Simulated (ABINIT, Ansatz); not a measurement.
# A GW chain in ABINIT: Sr2AlSbO6 (Fm-3m), part 2 of 2

Aim: the G0W0 gap of Sr2AlSbO6 (Fm-3m) on LDA, step by step.

ABINIT 10.8.3; LDA and many-body steps on it, plane waves. Known limits of the many-body steps: not at the basis limit; no spin-orbit coupling; coarse k mesh.

So far. Step 2 (Ground state): The gap is direct, at Γ. Step 3 (Empty states on the mesh, 2×2×2 mesh, 260 bands): On this mesh the gap is 1.771 eV.

### Step 4. Screening, 2×2×2 mesh, 238 bands, screening to 176.9 eV

The RPA dielectric matrix is built and inverted for each q.

This step: RPA screening on LDA, plane waves, norm-conserving pseudopotentials.

File run.abi:

```
acell 3*1.0 Angstrom
rprim 
  0.000000000000 3.928638000000 3.928638000000
  3.928638000000 0.000000000000 3.928638000000
  3.928638000000 3.928638000000 0.000000000000
ntypat 4
znucl 38 13 51 8
natom 10
typat 1 1 2 3 4 4 4 4 4 4
xred 
  0.250000000000 0.250000000000 0.250000000000
  0.750000000000 0.750000000000 0.750000000000
  0.000000000000 0.000000000000 0.000000000000
  0.500000000000 0.500000000000 0.500000000000
  0.753917000000 0.246083000000 0.246083000000
  0.246083000000 0.753917000000 0.753917000000
  0.246083000000 0.753917000000 0.246083000000
  0.753917000000 0.246083000000 0.753917000000
  0.246083000000 0.246083000000 0.753917000000
  0.753917000000 0.753917000000 0.246083000000
pp_dirpath "pseudos"
pseudos "Sr.upf, Al.upf, Sb.upf, O.upf"
ecut 42
ngkpt 2 2 2
nshiftk 1
shiftk 0 0 0
kptopt 1
chksymbreak 0
istwfk *1
occopt 1
irdwfk 1
optdriver 3
nband 238
ecuteps 6.5
inclvkb 2
awtr 1
symchi 1
indata_prefix "in"
outdata_prefix "out"
tmpdata_prefix "tmp"
```

Command:

```
OMP_NUM_THREADS=1 mpirun -n 4 abinit run.abi > log
```

Numbers of over 12 decimals in the logs are rounded to 6 here.

Output:

```text
.Version 10.8.3 of ABINIT. v10.8.2 released Aug 2026.

 Symmetries : space group Fm -3 m (#225); Bravais cF (face-center cubic)
[... echo of the input left out ...]
== DATASET  1 ==================================================================
-   mpi_nproc: 4, omp_nthreads: 1 (-1 if OMP is not activated)

--- !DatasetInfo
iteration_state: {dtset: 1, }
dimensions: {natom: 10, nkpt: 3, mband: 238, nsppol: 1, nspinor: 1, nspden: 1, mpw: 10777, }
cutoff_energies: {ecut:  42.0, pawecutdg:  -1.0, }
electrons: {nelect:   8.20000000E+01, charge:   0.00000000E+00, occopt:   1.00000000E+00, tsmear:   1.00000000E-02, }

 SCREENING: Calculation of the susceptibility and dielectric matrices

 Based on a program developped by R.W. Godby, V. Olevano, G. Onida, and L. Reining.
 Incorporated in ABINIT by V. Olevano, G.-M. Rignanese, and M. Torrent.
.Using double precision arithmetic ; gwpc =  8

[... cell and pseudopotentials left out ...]
--------------------------------------------------------------------------------

 ==== K-mesh for the wavefunctions ====
 Number of points in the irreducible wedge :     3
[... list of points left out ...]
 Together with 48 symmetry operations and time-reversal symmetry
 yields     8 points in the full Brillouin Zone.

 ==== Q-mesh for the screening function ====
 Number of points in the irreducible wedge :     3
[... list of points left out ...]
 Together with 48 symmetry operations and time-reversal symmetry
 yields     8 points in the full Brillouin Zone.

 setmesh: FFT mesh size selected  =    45x   45x   45
          total number of points  =        91125

 vcoul_init : cutoff-mode = AUXILIARY_FUNCTION
 q-points for optical limit:   1
     1)      0.000010    0.000020    0.000030

- screening: taking advantage of time-reversal symmetry
- Maximum band index for partially occupied states nbvw = 41
- Remaining bands to be divided among processors   nbcw = 197
- Number of bands treated by each node ~49

 Number of electrons calculated from density =   82.0000; Expected =   82.0000
 average of density, n =  0.100198
 r_s =    1.3356
 omega_plasma =   30.5342 [eV]

 calculating chi0 at frequencies [eV] :
  1    0.000000E+00    0.000000E+00
  2    0.000000E+00    3.053418E+01

--------------------------------------------------------------------------------
  q-point number  1        q = ( 0.000000, 0.000000, 0.000000) [r.l.u.]
--------------------------------------------------------------------------------
[... chi0 elements left out ...]
 For q-point:  0.000010 0.000020 0.000030
  dielectric constant =   4.9187
  dielectric constant without local fields =   5.3742

  Average fulfillment of the sum rule on Im[epsilon] for q-point    1 :     63.20  [%]
[... wings left out ...]
  q-point number  2        q = ( 0.500000, 0.000000, 0.000000) [r.l.u.]
--------------------------------------------------------------------------------
[... chi0 elements left out ...]
  Average fulfillment of the sum rule on Im[epsilon] for q-point    2 :     68.01  [%]

 [... 1 further q-points ...]
```

Elapsed: 4 min, on 4 MPI ranks of Arm Neoverse N1, shared host; peak memory 2.6 GiB; 16 min of CPU time.

This step gave:

```yaml
eps_infinity_with_local_fields_on_this_mesh_along_the_program_s_q_direction: 4.919
the_same_without_local_fields: 5.374
plasma_frequency: 30.53 eV
plane_waves_in_the_screening_matrix: 645
```

Local fields lower ε∞ by 8 %. On a Γ-centred mesh this coarse the value itself is usually too large, while a short band sum pulls it down.

### Step 5. Self-energy, 2×2×2 mesh, 238 bands, screening to 176.9 eV

The self-energy is evaluated for the states that the input lists, and the levels follow from it, in one-shot runs by the linearised quasiparticle equation.

This step: G0W0 on LDA, plane waves, norm-conserving pseudopotentials.

run.abi, as its differences from that of step 4:

```diff
@@ -31,8 +31,15 @@
 irdwfk 1
-optdriver 3
+optdriver 4
 nband 238
+gwcalctyp 0
+ecutsigx 42
+symsigma 1
+nkptgw 1
+kptgw 
+  0.0000000000 0.0000000000 0.0000000000
+bdgw 
+  39 44
 ecuteps 6.5
-inclvkb 2
-awtr 1
-symchi 1
+irdscr 1
+ppmodel 1
 indata_prefix "in"
```

Output:

```text
.Version 10.8.3 of ABINIT. v10.8.2 released Aug 2026.

 Symmetries : space group Fm -3 m (#225); Bravais cF (face-center cubic)
[... echo of the input left out ...]
== DATASET  1 ==================================================================
-   mpi_nproc: 4, omp_nthreads: 1 (-1 if OMP is not activated)

--- !DatasetInfo
iteration_state: {dtset: 1, }
dimensions: {natom: 10, nkpt: 3, mband: 238, nsppol: 1, nspinor: 1, nspden: 1, mpw: 10777, }
cutoff_energies: {ecut:  42.0, pawecutdg:  -1.0, }
electrons: {nelect:   8.20000000E+01, charge:   0.00000000E+00, occopt:   1.00000000E+00, tsmear:   1.00000000E-02, }

 SIGMA: Calculation of the GW corrections

 Based on a program developped by R.W. Godby, V. Olevano, G. Onida, and L. Reining.
 Incorporated in ABINIT by V. Olevano, G.-M. Rignanese, and M. Torrent.
.Using double precision arithmetic ; gwpc =  8

[... cell and pseudopotentials left out ...]
--------------------------------------------------------------------------------

 ==== K-mesh for the wavefunctions ====
 Number of points in the irreducible wedge :     3
[... list of points left out ...]
 Together with 48 symmetry operations and time-reversal symmetry
 yields     8 points in the full Brillouin Zone.

 ==== Q-mesh for screening function ====
 Number of points in the irreducible wedge :     3
[... list of points left out ...]
 Together with 48 symmetry operations and time-reversal symmetry
 yields     8 points in the full Brillouin Zone.

 vcoul_init : cutoff-mode = AUXILIARY_FUNCTION
 q-points for optical limit:   1
     1)      0.000010    0.000020    0.000030
 setmesh: FFT mesh size selected  =    64x   64x   64
          total number of points  =       262144

 Number of electrons calculated from density =   82.0000; Expected =   82.0000
 average of density, n =  0.100198
 r_s =    1.3356
 omega_plasma =   30.5342 [eV]

 === KS Band Gaps ===
  >>>> For spin  1
   Minimum direct gap =   1.7713 [eV], located at k-point      :   0.0000  0.0000  0.0000
   Fundamental gap    =   1.7713 [eV], Top of valence bands at :   0.0000  0.0000  0.0000
                                       Bottom of conduction at :   0.0000  0.0000  0.0000
 SIGMA fundamental parameters:
 PLASMON POLE MODEL  1
 number of plane-waves for SigmaX                10777
 number of plane-waves for SigmaC and W            645
 number of plane-waves for wavefunctions         10777
 number of bands                                   238
 number of independent spin polarizations            1
 number of spinorial components                      1
 number of k-points in IBZ                           3
 number of q-points in IBZ                           3
 number of symmetry operations                      48
 number of k-points in BZ                            8
 number of q-points in BZ                            8
 number of frequencies for dSigma/dE                 9
 frequency step for dSigma/dE [eV]                0.25
 number of omega for Sigma on real axis              0
 max omega for Sigma on real axis  [eV]           0.00
 zcut for avoiding poles [eV]                     0.10

 EPSILON^-1 parameters (SCR file):
 dimension of the eps^-1 matrix on file            645
 dimension of the eps^-1 matrix used               645
 number of plane-waves for wavefunctions         10777
 number of bands                                   238
 number of q-points in IBZ                           3
 number of frequencies                               2
 number of real frequencies                          1
 number of imag frequencies                          1

 matrix elements of self-energy operator (all in [eV])

 Perturbative Calculation

--- !SelfEnergy_ee
iteration_state: {dtset: 1, }
kpoint     : [   0.000,    0.000,    0.000, ]
spin       : 1
KS_gap     :    1.771
QP_gap     :    3.782
Delta_QP_KS:    2.011
data: !SigmaeeData |
     Band     E0 <VxcDFT>   SigX SigC(E0)      Z dSigC/dE  Sig(E)    E-E0       E
       39   6.792 -20.022 -25.195   4.736   0.793  -0.260 -20.369  -0.347   6.445
       40   6.792 -20.022 -25.195   4.736   0.793  -0.260 -20.369  -0.347   6.445
       41   6.792 -20.022 -25.195   4.736   0.793  -0.260 -20.369  -0.347   6.445
       42   8.563 -16.994 -12.134  -2.866   0.834  -0.199 -15.331   1.664  10.227
       43  12.062 -10.970  -5.362  -3.840   0.865  -0.157  -9.441   1.529  13.592
       44  12.062 -10.970  -5.362  -3.840   0.865  -0.157  -9.441   1.529  13.592

== END DATASET(S) ==============================================================
================================================================================

 -outvars: echo values of variables after computation  --------
           etotal      0.0000000000E+00
            nband         238
             nkpt           3
          spgroup         225
 [... the other variables as echoed above ...]

 Calculation completed.
```

Elapsed: 46 s, on 4 MPI ranks; peak memory 2.1 GiB; 3.1 min of CPU time.

This step gave:

| Property | Result |
| --- | --- |
| G0W0 gap on the points computed | 3.782 eV |
| starting gap on the mesh | 1.771 eV |
| k of the valence top | 0, 0, 0 |
| k of the conduction bottom | 0, 0, 0 |
| Z at the valence top | 0.793 |
| Z at the conduction bottom | 0.834 |
| least direct G0W0 gap on the computed points | 3.782 eV |

The gap on the mesh goes from 1.77 eV to 3.78 eV, a correction of +2.01 eV.

Limits: finite bands, cutoff and mesh; no spin-orbit coupling; coarse k mesh. v1 is the top filled band, c1 the lowest empty one. The levels before and after the correction (eV, zero at the valence-band top of each column):

```csv
,conduction bottom,valence top
Kohn-Sham,1.77,0.00
G0W0,3.78,0.00
```

```csv
,level,energy (eV)
Kohn-Sham,Γ v3-v1,0.000
Kohn-Sham,Γ c1,1.771
Kohn-Sham,Γ c2-c3,5.271
G0W0,Γ v3-v1,0.000
G0W0,Γ c1,3.782
G0W0,Γ c2-c3,7.147
```

### Step 6. Where the time went

Times are wall times on 4 MPI ranks of Arm Neoverse N1, shared host, good to a factor of about two.

```csv
step,time,share,memory (GiB)
ground state,1.7 min,16 %,0.55
empty states on the mesh,4.3 min,40 %,0.51
screening,4 min,37 %,2.6
self-energy,46 s,7 %,2.1
```

### Step 7. Summary of results

```
LDA gap              : 1.77 eV, direct
G0W0 gap on the mesh : 3.78 eV
GW settings          : 2×2×2 mesh, 238 bands, screening to 176.9 eV, Godby-Needs plasmon pole
known limits         : not at the basis limit; no spin-orbit coupling; coarse k mesh
```

G0W0 moves the gap on the mesh from 1.77 eV to 3.78 eV (+2.01 eV), with Z of 0.79 and 0.83 at the edges. Local fields lower the RPA ε∞ on this mesh from 5.37 to 4.92; a Γ-centred mesh this coarse tends to raise both, most where the direct gap is narrow, while a short band sum lowers them. Only 1 of the mesh's irreducible points was corrected, so a valley elsewhere could overtake. Bands and cutoff are finite, so the gap is not at the basis limit. The miss can reach some tenths of an eV and take either sign; the mesh is an error of its own. In the G0W0 run levels were corrected at 1 k point alone, so a gap called «on the mesh» is the least over those, and an edge elsewhere would be missed. The 2×2×2 mesh is coarse for this cell, which bears on the long-range parts of exchange and screening. The many-body steps are scalar-relativistic: spin-orbit coupling is not in them.

[Paths, hosts, dates, memory and timing lines, banners, echoed tables and standing remarks are left out of the program output.]

[Logs are printed without paths, hosts, clocks, repeated set-up lines and the standing remarks that a program may print on its own settings, such as how far it seeks lower states.]

[Runs of the session that timed out or met a known fault of the program may be left out.]

[Hosts, paths, dates, database ids (printed as entryN), source tags and the programs' standing remarks are cut or masked in the printed files.]

[G0W0 gaps are taken among the corrected bands and points alone; a level outside them can change the order at an edge.]

[Where Ansatz stands beside ABINIT at settings called matched, ABINIT's density can come from a denser mesh and the files from another edition; pairs whose starting gaps differed by over 0.03 eV were left out, so agreement reads better than it is.]
